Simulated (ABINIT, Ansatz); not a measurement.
# Re (Rhenium): from the cell to the phonon bands, part 3 of 4

Aim: the phonon dispersion of Re (Rhenium), checked by a second program.

ABINIT 10.8.3; DFT LDA, scalar-relativistic, plane waves, PseudoDojo norm-conserving pseudopotentials.

So far. Step 4 (Self-consistent run for the response): The cell stands at -0.57 GPa: the relaxation ran with a smoothed and higher cutoff, and the difference is a stress of the finite basis. Step 5 (Linear response at Γ): The acoustic modes at Γ come out as far as 4.3 cm⁻¹ from zero, where they should vanish, a small numerical error. The relaxed cell has a = 2.735, c = 4.419 Å (conventional setting).

### Step 7. Interpolated phonon bands

anaddb transforms the dynamical matrices to force constants and back along the path; points of the mesh come back as solved, but for the sum rule and, in polar crystals, the LO-TO term at Γ; the rest is interpolation.

anaddb.abi reads:

```
ddb_filepath "all_DDB"
output_file "anaddb.abo"
outdata_prefix "anaddb"
ifcflag 1
ngqpt 3 3 2
nqshft 1
q1shft 0.0 0.0 0.0
asr 1
chneut 0
dipdip 0
dipquad 0
quadquad 0
enunit 0
eivec 0
nph1l 93
qph1l 
    0.0 0.0 0.0 1.0
    0.05 0.0 0.0 1.0
    0.1 0.0 0.0 1.0
    0.15 0.0 0.0 1.0
    0.2 0.0 0.0 1.0
    0.25 0.0 0.0 1.0
    0.3 0.0 0.0 1.0
    0.35 0.0 0.0 1.0
    0.4 0.0 0.0 1.0
    0.45 0.0 0.0 1.0
    0.5 0.0 0.0 1.0
    0.48333333 0.03333333 0.0 1.0
    0.46666667 0.06666667 0.0 1.0
    0.45 0.1 0.0 1.0
    0.43333333 0.13333333 0.0 1.0
    0.41666667 0.16666667 0.0 1.0
    0.4 0.2 0.0 1.0
    0.38333333 0.23333333 0.0 1.0
    0.36666667 0.26666667 0.0 1.0
    0.35 0.3 0.0 1.0
    0.33333333 0.33333333 0.0 1.0
    0.3 0.3 0.0 1.0
    0.26666667 0.26666667 0.0 1.0
    0.23333333 0.23333333 0.0 1.0
    0.2 0.2 0.0 1.0
    0.16666667 0.16666667 0.0 1.0
    0.13333333 0.13333333 0.0 1.0
    0.1 0.1 0.0 1.0
    0.06666667 0.06666667 0.0 1.0
    0.03333333 0.03333333 0.0 1.0
    0.0 0.0 0.0 1.0
    0.0 0.0 0.05 1.0
    0.0 0.0 0.1 1.0
    0.0 0.0 0.15 1.0
    0.0 0.0 0.2 1.0
    0.0 0.0 0.25 1.0
    0.0 0.0 0.3 1.0
    0.0 0.0 0.35 1.0
    0.0 0.0 0.4 1.0
    0.0 0.0 0.45 1.0
    0.0 0.0 0.5 1.0
    0.05 0.0 0.5 1.0
    0.1 0.0 0.5 1.0
    0.15 0.0 0.5 1.0
    0.2 0.0 0.5 1.0
    0.25 0.0 0.5 1.0
    0.3 0.0 0.5 1.0
    0.35 0.0 0.5 1.0
    0.4 0.0 0.5 1.0
    0.45 0.0 0.5 1.0
    0.5 0.0 0.5 1.0
    0.48333333 0.03333333 0.5 1.0
    0.46666667 0.06666667 0.5 1.0
    0.45 0.1 0.5 1.0
    0.43333333 0.13333333 0.5 1.0
    0.41666667 0.16666667 0.5 1.0
    0.4 0.2 0.5 1.0
    0.38333333 0.23333333 0.5 1.0
    0.36666667 0.26666667 0.5 1.0
    0.35 0.3 0.5 1.0
    0.33333333 0.33333333 0.5 1.0
    0.3 0.3 0.5 1.0
    0.26666667 0.26666667 0.5 1.0
    0.23333333 0.23333333 0.5 1.0
    0.2 0.2 0.5 1.0
    0.16666667 0.16666667 0.5 1.0
    0.13333333 0.13333333 0.5 1.0
    0.1 0.1 0.5 1.0
    0.06666667 0.06666667 0.5 1.0
    0.03333333 0.03333333 0.5 1.0
    0.0 0.0 0.5 1.0
    0.5 0.0 0.5 1.0
    0.5 0.0 0.45 1.0
    0.5 0.0 0.4 1.0
    0.5 0.0 0.35 1.0
    0.5 0.0 0.3 1.0
    0.5 0.0 0.25 1.0
    0.5 0.0 0.2 1.0
    0.5 0.0 0.15 1.0
    0.5 0.0 0.1 1.0
    0.5 0.0 0.05 1.0
    0.5 0.0 0.0 1.0
    0.33333333 0.33333333 0.5 1.0
    0.33333333 0.33333333 0.45 1.0
    0.33333333 0.33333333 0.4 1.0
    0.33333333 0.33333333 0.35 1.0
    0.33333333 0.33333333 0.3 1.0
    0.33333333 0.33333333 0.25 1.0
    0.33333333 0.33333333 0.2 1.0
    0.33333333 0.33333333 0.15 1.0
    0.33333333 0.33333333 0.1 1.0
    0.33333333 0.33333333 0.05 1.0
    0.33333333 0.33333333 0.0 1.0
```

mrgddb.in reads:

```
all_DDB
merged
6
dfpt_gammao_DDB
dfpt_qo_DS1_DDB
dfpt_qo_DS2_DDB
dfpt_qo_DS3_DDB
dfpt_qo_DS4_DDB
dfpt_qo_DS5_DDB
```

On the command line:

```bash
> mrgddb < mrgddb.in > mrgddb.log
> OMP_NUM_THREADS=1 anaddb anaddb.abi > anaddb.log
```

anaddb.abo, the main output file:

```text
[banners, grids, parts of the stress and lines that vanish by symmetry left out]
-outvars_anaddb: echo values of input variables ----------------------

 Flags :
[...]
Phonon wavevector (reduced coordinates) :  0.00000  0.00000  0.00000
 Phonon energies in Hartree :
[...]
Phonon frequencies in cm-1    :
-  0.000000E+00  0.000000E+00  0.000000E+00  1.167212E+02  1.167212E+02
-  1.192236E+02
[...]
Phonon wavevector (reduced coordinates) :  0.05000  0.00000  0.00000
 Phonon energies in Hartree :
[...]
Phonon frequencies in cm-1    :
-  2.010835E+01  2.029190E+01  3.359048E+01  1.170281E+02  1.194784E+02
-  1.206477E+02
[...]
Phonon wavevector (reduced coordinates) :  0.10000  0.00000  0.00000
 Phonon energies in Hartree :
[...]
Phonon frequencies in cm-1    :
-  3.950462E+01  4.007466E+01  6.619853E+01  1.178905E+02  1.247111E+02
-  1.271333E+02
[...]
Phonon wavevector (reduced coordinates) :  0.15000  0.00000  0.00000
 Phonon energies in Hartree :
[...]
Phonon frequencies in cm-1    :
-  5.753778E+01  5.877659E+01  9.687725E+01  1.191516E+02  1.308869E+02
-  1.382056E+02
[...]
Phonon wavevector (reduced coordinates) :  0.20000  0.00000  0.00000
 Phonon energies in Hartree :
[...]
Phonon frequencies in cm-1    :
-  7.367178E+01  7.575518E+01  1.206018E+02  1.247255E+02  1.385304E+02
-  1.510578E+02
[...]
Phonon wavevector (reduced coordinates) :  0.25000  0.00000  0.00000
 Phonon energies in Hartree :
[...]
Phonon frequencies in cm-1    :
-  8.752558E+01  9.038231E+01  1.220287E+02  1.469959E+02  1.488070E+02
-  1.644406E+02
  Phonon wavevector (reduced coordinates) :  0.30000  0.00000  0.00000
 Phonon energies in Hartree :
[...]
Phonon frequencies in cm-1    :
-  9.889378E+01  1.022107E+02  1.232503E+02  1.555990E+02  1.678470E+02
-  1.779336E+02
  Phonon wavevector (reduced coordinates) :  0.35000  0.00000  0.00000
 Phonon energies in Hartree :
[...]
Phonon frequencies in cm-1    :
-  1.077428E+02  1.111050E+02  1.241229E+02  1.635438E+02  1.808983E+02
-  1.912524E+02
  Phonon wavevector (reduced coordinates) :  0.40000  0.00000  0.00000
 Phonon energies in Hartree :
[...]
Phonon frequencies in cm-1    :
-  1.141742E+02  1.172006E+02  1.245340E+02  1.699781E+02  1.893367E+02
-  2.021749E+02
  Phonon wavevector (reduced coordinates) :  0.45000  0.00000  0.00000
 Phonon energies in Hartree :
[...]
Phonon frequencies in cm-1    :
-  1.183107E+02  1.207329E+02  1.244413E+02  1.741626E+02  1.942708E+02
-  2.090536E+02
  Phonon wavevector (reduced coordinates) :  0.50000  0.00000  0.00000
 Phonon energies in Hartree :
[...]
Phonon frequencies in cm-1    :
-  1.198869E+02  1.218879E+02  1.242005E+02  1.756129E+02  1.959103E+02
-  2.113829E+02
  Phonon wavevector (reduced coordinates) :  0.48333  0.03333  0.00000
 Phonon energies in Hartree :
[...]
Phonon frequencies in cm-1    :
-  1.201638E+02  1.225468E+02  1.250605E+02  1.754260E+02  1.958707E+02
-  2.110905E+02
  Phonon wavevector (reduced coordinates) :  0.46667  0.06667  0.00000
 Phonon energies in Hartree :
[...]
Phonon frequencies in cm-1    :
-  1.209643E+02  1.244678E+02  1.275583E+02  1.748678E+02  1.957609E+02
-  2.102247E+02
  Phonon wavevector (reduced coordinates) :  0.45000  0.10000  0.00000
 Phonon energies in Hartree :
[...]
Phonon frequencies in cm-1    :
-  1.222007E+02  1.274930E+02  1.314621E+02  1.739447E+02  1.956070E+02
-  2.088210E+02
[...]
Phonon wavevector (reduced coordinates) :  0.10000  0.00000  0.50000
 Phonon energies in Hartree :
[...]
Phonon frequencies in cm-1    :
-  8.958737E+01  8.958737E+01  9.872830E+01  9.872830E+01  1.692548E+02
-  1.692548E+02
  Phonon wavevector (reduced coordinates) :  0.15000  0.00000  0.50000
 Phonon energies in Hartree :
[...]
Phonon frequencies in cm-1    :
-  9.520466E+01  9.520466E+01  1.119188E+02  1.119188E+02  1.675056E+02
-  1.675056E+02
  Phonon wavevector (reduced coordinates) :  0.20000  0.00000  0.50000
 Phonon energies in Hartree :
[...]
Phonon frequencies in cm-1    :
-  1.019885E+02  1.019885E+02  1.236303E+02  1.236303E+02  1.668425E+02
-  1.668425E+02
  Phonon wavevector (reduced coordinates) :  0.25000  0.00000  0.50000
 Phonon energies in Hartree :
[...]
Phonon frequencies in cm-1    :
-  1.091936E+02  1.091936E+02  1.284732E+02  1.284732E+02  1.707000E+02
-  1.707000E+02
  Phonon wavevector (reduced coordinates) :  0.30000  0.00000  0.50000
 Phonon energies in Hartree :
[...]
Phonon frequencies in cm-1    :
-  1.161274E+02  1.161274E+02  1.248874E+02  1.248874E+02  1.796268E+02
-  1.796268E+02
  Phonon wavevector (reduced coordinates) :  0.35000  0.00000  0.50000
 Phonon energies in Hartree :
[...]
Phonon frequencies in cm-1    :
-  1.167530E+02  1.167530E+02  1.221880E+02  1.221880E+02  1.896631E+02
-  1.896631E+02
[...]
Phonon wavevector (reduced coordinates) :  0.33333  0.33333  0.05000
 Phonon energies in Hartree :
[...]
Phonon frequencies in cm-1    :
-  1.313572E+02  1.561274E+02  1.561274E+02  1.619934E+02  1.959395E+02
-  1.959395E+02
  Phonon wavevector (reduced coordinates) :  0.33333  0.33333  0.00000
 Phonon energies in Hartree :
[...]
Phonon frequencies in cm-1    :
-  1.306845E+02  1.581674E+02  1.581674E+02  1.617949E+02  1.956089E+02
-  1.956089E+02
-
```

Run time: 0.52 s. Hardware: 1 thread of Arm Neoverse V1, shared host.

This step gave:

```
lowest frequency on the path : 0 cm⁻¹
```

Anaddb. The phonon branches at the labelled points (cm⁻¹):

| point | branch 1 | branch 2 | branch 3 | branch 4 | branch 5 | branch 6 |
| --- | --- | --- | --- | --- | --- | --- |
| Γ | 0 | 0 | 0 | 117 | 117 | 119 |
| halfway | 88 | 90 | 122 | 147 | 149 | 164 |
| M | 120 | 122 | 124 | 176 | 196 | 211 |
| halfway | 125 | 136 | 142 | 171 | 195 | 205 |
| K | 131 | 158 | 158 | 162 | 196 | 196 |
| halfway | 100 | 104 | 129 | 152 | 163 | 170 |
| Γ | 0 | 0 | 0 | 117 | 117 | 119 |
| halfway | 46 | 46 | 109 | 109 | 115 | 152 |
| A | 84 | 84 | 84 | 84 | 171 | 171 |
| halfway | 109 | 109 | 128 | 128 | 171 | 171 |
| L | 98 | 98 | 131 | 131 | 205 | 205 |
| halfway | 80 | 80 | 147 | 147 | 202 | 202 |
| H | 56 | 56 | 163 | 163 | 198 | 198 |
| halfway | 116 | 116 | 127 | 127 | 175 | 175 |
| A | 84 | 84 | 84 | 84 | 171 | 171 |
| jump to L | 98 | 98 | 131 | 131 | 205 | 205 |
| halfway | 102 | 125 | 128 | 146 | 199 | 211 |
| M | 120 | 122 | 124 | 176 | 196 | 211 |
| jump to H | 56 | 56 | 163 | 163 | 198 | 198 |
| halfway | 116 | 116 | 144 | 165 | 198 | 198 |
| K | 131 | 158 | 158 | 162 | 196 | 196 |

The phonon branches as a text plot (rows in cm⁻¹):

```
    207 |       ***                       **             ****
    199 |      *********                 *  ******       ********
    190 |     **       **               *         *
    181 |    **          *             *
    172 |    * *****      *       *** *            *  ***   *
    163 |     *     ***** *      **  *        ***   **     * ****
    155 |   **      **** **                  *   *           *  *
    146 |          *   **  *    **          *     *       *   *
    137 |  **      *     * *               *                   *
    128 | *** *********** * *  *      ** **        **    ****  **
    119 |***** ****     ** *****       **          * *     **
    110 |     **         * *    *    **  *          *    * *
    102 |    *            *      *  *     *          **   *   *
     93 |  *                    * ****     *      *   ** *
     84 |                          *        *          **
     75 |   *               *     *          *   *           *
     66 | *                *     *              *
     57 |  *                                  **
     49 |                   *  *
     40 | *                  *  *
     31 |*
     22 |*                   * *
     13 |
      4 |                     *
         Γ      M    K        Γ   A       L    H       A|L M|H  K
```

All branches are real along the path.

### Step 8. Sums over the zone

Sums over the zone need many more wavevectors than were solved, so the interpolation is sampled on a dense mesh.

anaddb.abi reads:

```
ddb_filepath "all_DDB"
output_file "anaddb.abo"
outdata_prefix "anaddb"
ifcflag 1
ngqpt 3 3 2
nqshft 1
q1shft 0.0 0.0 0.0
asr 1
chneut 0
dipdip 0
dipquad 0
quadquad 0
prtdos 2
ng2qpt 19 19 10
dosdeltae 4.5563e-06
ntemper 11
temperinc 100.0
tempermin 0.0
```

On the command line:

```bash
> OMP_NUM_THREADS=1 anaddb anaddb.abi > anaddb.log
```

anaddb.abo, the main output file:

```text
-outvars_anaddb: echo values of input variables ----------------------

 Flags :
     ifcflag         1
 Miscellaneous information :
         asr         1
      chneut         0
 Interatomic Force Constants Inputs :
      dipdip         0
     dipquad         0
    quadquad         0
      ifcana         0
      ifcout         0
 Description of grid 1 :
        brav         1
       ngqpt         3         3         2
      nqshft         1
      q1shft
                     0.00000000E+00  0.00000000E+00  0.00000000E+00
 Phonon DOS information :
   dosdeltae  4.55630000E-06
    dossmear  4.55633525E-06
 Description of grid 2 (Fourier interp. or BZ sampling):
      ng2qpt        19        19        10
      ngrids         4
      q2shft         0.00000000E+00  0.00000000E+00  0.00000000E+00

================================================================================

 read the DDB information and perform some checks

  ==== Info on the Cryst% object ====
 Real(R)+Recip(G) space primitive vectors, cartesian coordinates (Bohr,Bohr^-1):
 R(1)=  5.1685475  0.0000000  0.0000000  G(1)=  0.1934780  0.1117045  0.0000000
 R(2)= -2.5842738  4.4760934  0.0000000  G(2)=  0.0000000  0.2234091  0.0000000
 R(3)=  0.0000000  0.0000000  8.3515844  G(3)=  0.0000000  0.0000000  0.1197378
 Unit cell volume ucvol=  1.9321308E+02 bohr^3
 Angles (23,13,12)=  9.00000000E+01  9.00000000E+01  1.20000000E+02 degrees
 Time-reversal symmetry is present
 Reduced atomic positions [iatom, xred, symbol]:
    1)    0.3333333  0.6666667  0.2500000  Re
    2)    0.6666667  0.3333333  0.7500000  Re

 DDB file with 6 blocks has been read.

================================================================================

 Calculation of the interatomic forces

       Homogeneous q point set in the B.Z.
 Grid q points  :       18
  1)   0.00000000E+00  0.00000000E+00  0.00000000E+00
  2)   3.33333333E-01  0.00000000E+00  0.00000000E+00
  3)  -3.33333333E-01  0.00000000E+00  0.00000000E+00
  4)   0.00000000E+00  3.33333333E-01  0.00000000E+00
  5)   3.33333333E-01  3.33333333E-01  0.00000000E+00
  6)  -3.33333333E-01  3.33333333E-01  0.00000000E+00
  7)   0.00000000E+00 -3.33333333E-01  0.00000000E+00
  8)   3.33333333E-01 -3.33333333E-01  0.00000000E+00
  9)  -3.33333333E-01 -3.33333333E-01  0.00000000E+00
 10)   0.00000000E+00  0.00000000E+00  5.00000000E-01
 11)   3.33333333E-01  0.00000000E+00  5.00000000E-01
 12)  -3.33333333E-01  0.00000000E+00  5.00000000E-01
 13)   0.00000000E+00  3.33333333E-01  5.00000000E-01
 14)   3.33333333E-01  3.33333333E-01  5.00000000E-01
 15)  -3.33333333E-01  3.33333333E-01  5.00000000E-01
 16)   0.00000000E+00 -3.33333333E-01  5.00000000E-01
 17)   3.33333333E-01 -3.33333333E-01  5.00000000E-01
 18)  -3.33333333E-01 -3.33333333E-01  5.00000000E-01

 The interatomic forces have been obtained

================================================================================

 Calculation of phonon density of states

 Average speed of sound partial sums:     0.1541227313E-02 (at units)
-                                   =           3.3717 [km/s]

 Debye frequency from partial sums:     0.1039133900E-02 (Ha)
-                                 =     0.6837172612E+01 (THz)
-Debye temperature from partial sums:     0.3281325330E+03 (K)

 Average speed of sound:     0.1536705991E-02 (at units)
-                      =           3.3618 [km/s]

 Debye frequency from DOS:     0.1036085512E-02 (Ha)
-                        =     0.6817115182E+01 (THz)
-Debye temperature from DOS:     0.3271699282E+03 (K)

-
```

It took 0.63 s on 1 thread.

This step gave:

| Item | Value |
| --- | --- |
| share of modes beyond 3i cm⁻¹ on the dense interpolated mesh | 0 |
| zero-point energy per atom | 26.15 meV |
| heat capacity at 300 K | 23.96 J/(mol atoms K) |
| vibrational entropy at 300 K | 36.21 J/(mol atoms K) |

The phonon density of states has structure finer than the step of the table below, so its rows give means over 10 cm⁻¹, whole bins alone (the curve runs from -30 to 228 cm⁻¹). Peaks (cm⁻¹: height): 126.0: 0.0946, 198.0: 0.102.

Tetrahedra. The phonon density of states by wavenumber; means over each step:

wavenumber (cm⁻¹), phonon density of states (1/cm⁻¹/cell) and a bar:
```
        0      0.000 
       10      0.000 
       20      0.000 
       30      0.001 
       40      0.001 #
       50      0.002 #
       60      0.004 ##
       70      0.008 ###
       80      0.013 #####
       90      0.022 #########
      100      0.038 ###############
      110      0.063 ########################
      120      0.074 ############################
      130      0.078 ##############################
      140      0.054 #####################
      150      0.039 ###############
      160      0.036 ##############
      170      0.030 ############
      180      0.023 #########
      190      0.039 ###############
      200      0.061 ########################
      210      0.011 ####
      220      0.000
```

Harmonic thermodynamic functions per atom, summed over the density of states scaled to three modes an atom; melting is ignored. Thermodynamic functions:

| T (K) | F_vib (meV/atom) | S (J/mol-atom/K) | C_V (J/mol-atom/K) |
| --- | --- | --- | --- |
| 0 | 26.15 | 0 | 0 |
| 50 | 25.75 | 3.154 | 8.171 |
| 100 | 21.76 | 12.32 | 17.84 |
| 200 | 0.97 | 26.7 | 22.82 |
| 300 | -31.92 | 36.21 | 23.96 |
| 400 | -73.22 | 43.17 | 24.39 |
| 500 | -120.9 | 48.63 | 24.58 |
| 600 | -173.7 | 53.13 | 24.69 |
| 700 | -230.8 | 56.94 | 24.76 |
| 800 | -291.6 | 60.25 | 24.8 |
| 900 | -355.5 | 63.17 | 24.83 |
| 1000 | -422.4 | 65.79 | 24.85 |

At 300 K the heat capacity has reached 96 % of the Dulong-Petit value.

(Part 3 of 4 ends here.)

[Host names and launcher messages were left out of these logs when they were recorded.]

[Logs are printed without paths, hosts, clocks, repeated set-up lines and the standing remarks that a program may print on its own settings, such as how far it seeks lower states.]

[Hosts, paths, dates, database ids (printed as entryN), source tags and the programs' standing remarks are cut or masked in the printed files.]
